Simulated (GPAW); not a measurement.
# Core-hole calculation of the Ti K edge in BaTiO3 (Pm-3m), part 3 of 3

How does the Ti K edge of BaTiO3 (Pm-3m) move when the bonds are compressed or stretched?

GPAW 26.7.0; X-ray absorption from dipole matrix elements to empty bands, plane-wave PAW LDA.

So far. Step 4 (Spectrum with FCH, Ti atom 2): The hole costs E(hole) − E(ground) = 4963.24 eV, and the lowest empty level of the hole cell on the spectrum's mesh lies at 7.57 eV, which puts the zero at 4970.80 eV. One term is added: -22.68 eV, since the hole is spin-paired here and a spin-polarised one costs that much less in the free atom (computed apart). The photon energy is then 4948.12 eV. The tabulated edge of the element is 4966 eV.

## Step 8: Spectrum with FCH, Ti atom 2

Shorter bonds are expected to push antibonding states and scattering resonances up, and longer ones down; the cell is scaled to test that.

Changed against the first core-hole run: volume scale from 1 to 1.03.

The input, xas.py:

```python
import numpy as np
from ase import Atoms
from ase.parallel import parprint, paropen
from gpaw import GPAW, PW, FermiDirac, Mixer, MixerDif, setup_paths
from gpaw.test import gen
setup_paths.insert(0, '.')
gen('Ti', name='fch1s', xcname='LDA', corehole=(1, 0, 1), write_xml=True)
from gpaw.mpi import world
world.barrier()

atoms = Atoms('Ba2Ti2O6',
    cell=[[4.04566595, 0, 4.04566595],
     [0, 4.04566595, 4.04566595],
     [0, -4.04566595, 4.04566595]],
    scaled_positions=[[0.5, 0.25, 0.75],
     [0.5, 0.75, 0.25],
     [0, 0, 0],
     [0, 0.5, 0.5],
     [0, 0.25, 0.25],
     [0, 0.75, 0.75],
     [0, 0.25, 0.75],
     [0, 0.75, 0.25],
     [0.5, 0.75, 0.75],
     [0.5, 0.25, 0.25]],
    pbc=True)
atoms.calc = calc = GPAW(legacy_gpaw=True, mode=PW(500), xc='LDA', setups={2: 'fch1s'},
    kpts={'size': (5, 5, 5), 'gamma': True}, occupations=FermiDirac(0.02),
    charge=0, mixer=Mixer(0.1, 5, 50), maxiter=150,
    convergence={'density': 0.0001}, txt='scf.txt')
energy = atoms.get_potential_energy() + calc.get_reference_energy()
ef = calc.get_fermi_level()
out = dict(energy=energy, fermi=ef, forces=atoms.get_forces().tolist())
parprint(f'all-electron energy {energy:.4f} eV, Fermi level {ef:.4f} eV')
ev = np.array([[calc.get_eigenvalues(k, s) for k in range(len(calc.get_ibz_k_points()))] for s in range(calc.get_number_of_spins())])
out['homo'], out['lumo'], out['counts'] = ev[ev < ef].max(), ev[ev > ef].min(), sorted(set((ev < ef).sum((0, 2)).tolist()))
out['filled'] = (ev[:, 0] < ef).sum(1).tolist()

from ase.units import Ha
from gpaw.xas import dipole_matrix_elements
nb = int(calc.get_number_of_electrons() / 2) + 92
top, nb = nb, nb + 8 + nb // 12
nscf = calc.fixed_density(kpts={'size': (5, 5, 5), 'gamma': True}, nbands=nb,
    convergence={'bands': top, 'eigenstates': 1e-5}, maxiter=60, txt='nscf.txt')
cell = atoms.cell.array
ops = [cell.T @ U.T @ np.linalg.inv(cell.T) for U in nscf.wfs.kd.symmetry.op_scc]
filled = [40]  # bands filled in the ground state, by spin
E = np.arange(-6, 34, 0.1)
fwhm = np.interp(E, [4, 25], [0.94, 3.5])
Y, X, zero, highest = 0, 0, 1e9, 1e9
for spin in range(nscf.get_number_of_spins()):
    wfs = nscf.wfs
    A = dipole_matrix_elements(wfs.setups[2])
    eps = np.zeros((wfs.kd.nibzkpts, nb))
    d = np.zeros((3, A.shape[1], wfs.kd.nibzkpts, nb), complex)
    for kpt in wfs.kpt_u:
        if kpt.s == spin and 2 in kpt.P_ani:
            eps[kpt.k] = kpt.eps_n * Ha
            d[:, :, kpt.k] = (kpt.weight * wfs.nspins / 2) ** 0.5 * np.inner(A, kpt.P_ani[2])
    world.sum(eps)
    world.sum(d)
    T = np.einsum('amkn,bmkn->abkn', d, d.conj()).real
    T = sum(np.einsum('ai,ijkn,bj->abkn', R, T, R) for R in ops) / len(ops)
    empty = np.ones_like(eps, bool) & (np.arange(nb) >= filled[spin])
    zero, highest = min(zero, eps[empty].min()), min(highest, eps[:, top - 1].min())
    lines = [(eps, T, empty)] if spin == 0 else lines + [(eps, T, empty)]
for eps, T, empty in lines:
    f = np.einsum('aakn->akn', T).reshape(3, -1)
    x = eps.ravel() - zero
    w = np.interp(x, E, fwhm) / 2.35482
    g = np.exp(-0.5 * ((E[:, None] - x) / w) ** 2) / (w * (2 * np.pi) ** 0.5)
    Y = Y + (f * empty.ravel()) @ g.T
    X = X + (f * ~empty.ravel()) @ g.T
out.update(E=E.round(2).tolist(), xas=Y.tolist(), xes=X.tolist(), zero=zero, valid=highest - zero, nk=len(eps), nb=nb)
for i in range(0, len(E), 10):
    parprint(f'{E[i]:7.2f}', *(f'{v:10.3e}' for v in Y[:, i]))
import json
with paropen('out.json', 'w') as f:
    json.dump(out, f)
```

Started as:

```
$ OMP_NUM_THREADS=1 mpirun -n 2 gpaw python xas.py
```

Numbers of over 12 decimals in the logs are rounded to 6 here.

The program printed:

```text
Input parameters:
  convergence: {density: 0.0001}
  kpts: {gamma: True,
         size: (5, 5, 5)}
  maxiter: 150
  mixer: {backend: pulay,
          beta: 0.1,
          method: separate,
          nmaxold: 5,
          weight: 50}
  mode: {ecut: 500.0,
         name: pw}
  occupations: {fixmagmom: False,
                name: fermi-dirac,
                width: 0.02}
  setups: {2: fch1s}

Initialize ...

[...]
*d    :     0.333350
--------------------------------

Diagonalizing with gridspacing h=0.050

state   all-electron     PAW
-------------------------------
3s:      -2.983269    -2.983558
3p:      -2.108060    -2.108705
3d:      -0.666650    -0.667242
*f:                   -0.026873
-------------------------------
all-electron energy -495851.7328 eV, Fermi level 6.8786 eV
[...]
32.00  4.365e-07  4.365e-07  4.365e-07
  33.00  4.235e-07  4.235e-07  4.235e-07
[key lines of the parts left out:]
Converged after 19 iterations.
Dipole moment: (0.000000, 0.000000, 0.000000) |e|*Ang
Free energy:   -103.178463
Fermi level: 6.87863
```

Elapsed: 2.6 min, on 2 MPI ranks of Arm Neoverse N1, shared host; peak memory 0.36 GiB.

```csv
E (eV),first run,this run
-2.0,0.00,0.00
-1.0,0.00,0.00
0.0,0.00,0.00
1.0,0.00,0.00
2.0,0.07,0.08
3.0,0.11,0.08
4.0,0.02,0.05
5.0,0.52,0.58
6.0,0.34,0.20
7.0,0.16,0.18
8.0,0.22,0.23
9.0,0.19,0.19
10.0,0.16,0.16
11.0,0.23,0.27
12.0,0.65,0.81
13.0,1.75,1.95
14.0,2.62,2.66
15.0,2.70,2.64
16.0,2.44,2.33
17.0,2.16,2.03
18.0,2.11,2.08
19.0,2.34,2.33
20.0,2.42,2.29
21.0,2.15,1.97
22.0,1.87,1.77
23.0,1.83,1.82
24.0,1.95,1.95
25.0,2.09,2.04
26.0,2.18,2.07
27.0,2.18,1.99
28.0,2.03,1.78
29.0,1.74,1.51
30.0,1.46,1.32
31.0,1.32,1.26
32.0,1.30,1.24
```

Against the first run the r.m.s. difference is 7 %. The highest intensity below 24 eV goes from 14.6 eV (2.73) to 14.4 eV (2.71).

The photon energy of the zero moves by +0.10 eV.

## Step 9: Reference energy of the supercell

The cell changes for the next run, so it gets a reference energy of its own.

The cell differs from the one that the last finished run ended in (a 5.721 → 5.830 Å, b 5.721 → 5.830 Å, c 5.721 → 5.830 Å).

The input, scf.py:

```python
import numpy as np
from ase import Atoms
from ase.parallel import parprint, paropen
from gpaw import GPAW, PW, FermiDirac, Mixer, MixerDif, setup_paths
from gpaw.test import gen
setup_paths.insert(0, '.')
gen('Ti', name='nch1s', xcname='LDA', corehole=(1, 0, 0), write_xml=True)
from gpaw.mpi import world
world.barrier()

atoms = Atoms('Ba2Ti2O6',
    cell=[[4.12274472, 0, 4.12274472],
     [0, 4.12274472, 4.12274472],
     [0, -4.12274472, 4.12274472]],
    scaled_positions=[[0.5, 0.25, 0.75],
     [0.5, 0.75, 0.25],
     [0, 0, 0],
     [0, 0.5, 0.5],
     [0, 0.25, 0.25],
     [0, 0.75, 0.75],
     [0, 0.25, 0.75],
     [0, 0.75, 0.25],
     [0.5, 0.75, 0.75],
     [0.5, 0.25, 0.25]],
    pbc=True)
atoms.calc = calc = GPAW(legacy_gpaw=True, mode=PW(500), xc='LDA', setups={2: 'nch1s'},
    kpts={'size': (5, 5, 5), 'gamma': True}, occupations=FermiDirac(0.02),
    charge=0, mixer=Mixer(0.1, 5, 50), maxiter=150,
    convergence={'density': 0.0001}, txt='scf.txt')
energy = atoms.get_potential_energy() + calc.get_reference_energy()
ef = calc.get_fermi_level()
out = dict(energy=energy, fermi=ef, forces=atoms.get_forces().tolist())
parprint(f'all-electron energy {energy:.4f} eV, Fermi level {ef:.4f} eV')
ev = np.array([[calc.get_eigenvalues(k, s) for k in range(len(calc.get_ibz_k_points()))] for s in range(calc.get_number_of_spins())])
out['homo'], out['lumo'], out['counts'] = ev[ev < ef].max(), ev[ev > ef].min(), sorted(set((ev < ef).sum((0, 2)).tolist()))
out['filled'] = (ev[:, 0] < ef).sum(1).tolist()
import json
with paropen('out.json', 'w') as f:
    json.dump(out, f)
```

Started as:

```
$ OMP_NUM_THREADS=1 mpirun -n 2 gpaw python scf.py
```

The program printed:

```text
Input parameters:
  convergence: {density: 0.0001}
  kpts: {gamma: True,
         size: (5, 5, 5)}
  maxiter: 150
  mixer: {backend: pulay,
          beta: 0.1,
          method: separate,
          nmaxold: 5,
          weight: 50}
  mode: {ecut: 500.0,
         name: pw}
  occupations: {fixmagmom: False,
                name: fermi-dirac,
                width: 0.02}
  setups: {2: nch1s}

Initialize ...

[...]
4s(2) :    -0.168799     0.990650
3p(6) :    -1.425558     0.436626
4p(0) :    -0.056429     0.981035
3d(2) :    -0.164024     0.588737
*d    :     0.835976
--------------------------------

Diagonalizing with gridspacing h=0.050

state   all-electron     PAW
-------------------------------
3s:      -2.287902    -2.288205
3p:      -1.425558    -1.426242
3d:      -0.164024    -0.164519
*f:                    0.065395
-------------------------------
all-electron energy -500814.7139 eV, Fermi level 7.0388 eV
[key lines of the parts left out:]
Converged after 18 iterations.
Dipole moment: (0.000000, 0.000000, 0.000000) |e|*Ang
Free energy:    -83.820274
Fermi level: 7.03878
```

The job ended after 48 s (2 MPI ranks; peak memory 0.27 GiB).

Reference energy: -500814.714 eV with the cores included.

## Step 10: Spectrum with FCH, Ti atom 2

Shorter bonds are expected to push antibonding states and scattering resonances up, and longer ones down; the cell is scaled to test that.

Changed against the first core-hole run: volume scale from 1 to 1.09.

Changes to xas.py since step 8:

```diff
@@ -11,5 +11,5 @@
 atoms = Atoms('Ba2Ti2O6',
-    cell=[[4.04566595, 0, 4.04566595],
-     [0, 4.04566595, 4.04566595],
-     [0, -4.04566595, 4.04566595]],
+    cell=[[4.12274472, 0, 4.12274472],
+     [0, 4.12274472, 4.12274472],
+     [0, -4.12274472, 4.12274472]],
     scaled_positions=[[0.5, 0.25, 0.75],
@@ -39,3 +39,3 @@
 from gpaw.xas import dipole_matrix_elements
-nb = int(calc.get_number_of_electrons() / 2) + 92
+nb = int(calc.get_number_of_electrons() / 2) + 96
 top, nb = nb, nb + 8 + nb // 12
```

Started as:

```
$ OMP_NUM_THREADS=1 mpirun -n 2 gpaw python xas.py
```

The program printed:

```text
Input parameters:
  convergence: {density: 0.0001}
  kpts: {gamma: True,
         size: (5, 5, 5)}
  maxiter: 150
  mixer: {backend: pulay,
          beta: 0.1,
          method: separate,
          nmaxold: 5,
          weight: 50}
  mode: {ecut: 500.0,
         name: pw}
  occupations: {fixmagmom: False,
                name: fermi-dirac,
                width: 0.02}
  setups: {2: fch1s}

Initialize ...

[...]
*d    :     0.333350
--------------------------------

Diagonalizing with gridspacing h=0.050

state   all-electron     PAW
-------------------------------
3s:      -2.983269    -2.983558
3p:      -2.108060    -2.108705
3d:      -0.666650    -0.667242
*f:                   -0.026873
-------------------------------
all-electron energy -495850.1275 eV, Fermi level 6.2140 eV
[...]
32.00  4.127e-07  4.127e-07  4.127e-07
  33.00  3.916e-07  3.916e-07  3.916e-07
[key lines of the parts left out:]
Converged after 19 iterations.
Dipole moment: (0.000000, 0.000000, 0.000000) |e|*Ang
Free energy:   -101.573226
Fermi level: 6.21397
```

It took 2.3 min on 2 MPI ranks; peak memory 0.38 GiB.

```csv
E (eV),first run,this run
-2.0,0.00,0.00
-1.0,0.00,0.00
0.0,0.00,0.00
1.0,0.00,0.00
2.0,0.07,0.10
3.0,0.11,0.04
4.0,0.02,0.19
5.0,0.52,0.45
6.0,0.34,0.09
7.0,0.16,0.22
8.0,0.22,0.23
9.0,0.19,0.18
10.0,0.16,0.19
11.0,0.23,0.40
12.0,0.65,1.17
13.0,1.75,2.26
14.0,2.62,2.70
15.0,2.70,2.51
16.0,2.44,2.07
17.0,2.16,1.86
18.0,2.11,2.10
19.0,2.34,2.23
20.0,2.42,1.96
21.0,2.15,1.72
22.0,1.87,1.72
23.0,1.83,1.82
24.0,1.95,1.87
25.0,2.09,1.86
26.0,2.18,1.78
27.0,2.18,1.61
28.0,2.03,1.41
29.0,1.74,1.25
30.0,1.46,1.18
31.0,1.32,1.14
32.0,1.30,1.09
```

The scaled spectrum changes by 18 % r.m.s. The highest intensity below 24 eV goes from 14.6 eV (2.73) to 14.1 eV (2.70).

The photon energy of the zero moves by +0.26 eV.

## Step 11: The volumes side by side

```csv
volume,nearest distance (Å),shift of the zero (eV),maximum 1 (eV above own zero),maximum 2 (eV above own zero),maximum 3 (eV above own zero),maximum 4 (eV above own zero)
0.97,1.983,-0.11,5.6,14.8,20.0,27.2
1,2.003,+0.00,5.3,14.6,19.7,26.5
1.03,2.023,+0.10,5.1,14.4,19.4,25.9
1.09,2.061,+0.26,4.7,14.1,18.8,24.4
```

The curves, each shifted by its zero's change so that they share one photon-energy axis, counted from the zero at V × 1:

```csv
E (eV),V × 0.97,V × 1,V × 1.03,V × 1.09
-2.0,0.00,0.00,0.00,0.00
-1.0,0.00,0.00,0.00,0.00
0.0,0.00,0.00,0.00,0.00
1.0,0.00,0.00,0.00,0.00
2.0,0.07,0.07,0.06,0.06
3.0,0.12,0.11,0.09,0.07
4.0,0.02,0.02,0.04,0.07
5.0,0.47,0.52,0.55,0.52
6.0,0.46,0.34,0.24,0.12
7.0,0.17,0.16,0.17,0.18
8.0,0.21,0.22,0.23,0.24
9.0,0.19,0.19,0.19,0.19
10.0,0.15,0.16,0.16,0.18
11.0,0.21,0.23,0.25,0.31
12.0,0.58,0.65,0.73,0.90
13.0,1.66,1.75,1.84,2.00
14.0,2.61,2.62,2.63,2.66
15.0,2.73,2.70,2.66,2.59
16.0,2.51,2.44,2.37,2.18
17.0,2.27,2.16,2.05,1.87
18.0,2.20,2.11,2.06,2.02
19.0,2.39,2.34,2.31,2.23
20.0,2.51,2.42,2.31,2.05
21.0,2.31,2.15,2.00,1.76
22.0,1.99,1.87,1.78,1.70
23.0,1.87,1.83,1.81,1.79
24.0,1.97,1.95,1.93,1.86
25.0,2.13,2.09,2.03,1.87
26.0,2.27,2.18,2.07,1.81
27.0,2.34,2.18,2.01,1.66
28.0,2.26,2.03,1.81,1.46
29.0,2.00,1.74,1.54,1.28
30.0,1.66,1.46,1.33,1.19
31.0,1.42,1.32,1.26,1.15
32.0,1.36,1.30,1.24,1.10
```

## Step 12: What came out

* absorber and edge: Ti K, atom 2 of the ground-state input (counted from 1)
* surroundings: 6 O at 2.00 Å (octahedral, site symmetry m-3m)
* highest intensity below 24 eV: 14.6 eV above the zero, height 2.73
* photon energy of the zero, with the added terms: 4948.1 eV (raw 4970.8 eV; LDA puts this hole about 13 eV below PBE, itself good to a few eV)

From V × 0.97 to V × 1.09 the nearest distance grows by 0.079 Å and the zero moves by +0.37 eV. Above their own zero, the maxima move from 5.6 to 4.7 eV, from 14.8 to 14.1 eV, from 20.0 to 18.8 eV and from 27.2 to 24.4 eV. The one highest in energy moves most, in the direction that the rule ΔE·R² ≈ constant for scattering resonances gives. The Ti K edge of atom 2, with 6 O at 2.00 Å (octahedral, site symmetry m-3m), has its highest intensity of the first 24 eV at 14.6 eV above the zero, near 4963 eV in photon energy (LDA puts this hole about 13 eV below PBE, itself good to a few eV), 2.7 times the mean level of the first 20 eV (Gaussian full width 0.94 eV up to 4 eV, rising linearly to 3.5 eV at 25 eV). The strongest dipole feature below the main edge lies at 5.3 eV (height 0.63); the site has an inversion centre, so it comes from p states mixed with the neighbours' empty states, not from local p–d mixing. Quadrupole 1s→3d transitions, which feed the pre-edge, are not in the dipole spectrum. The holes are only 5.7 Å apart, so the shape is probably not converged with cell size; no larger cell was run here. The mesh is coarse (0.31 Å⁻¹ between points), so small maxima may be mesh ripples. Lifetime broadening is put in by hand, and intensities beyond about 20 eV depend on it and on the partial waves. The structure is a published determination, not relaxed.

[Banner, clock and machine lines of the logs are left out without a mark of their own.]

[Logs are printed without paths, hosts, clocks, repeated set-up lines and the standing remarks that a program may print on its own settings, such as how far it seeks lower states.]

[Hosts, paths, dates, database ids (printed as entryN), source tags and the programs' standing remarks are cut or masked in the printed files.]

[Lists of maxima count a maximum above −3 eV only where it reaches 4 % of the highest in the window and stands out from its surroundings by 2 % of it (1.5 % where it reaches 55 %); shoulders and weaker maxima are passed over, and of the rest the first, up to two pre-edge ones and the few strongest are named.]
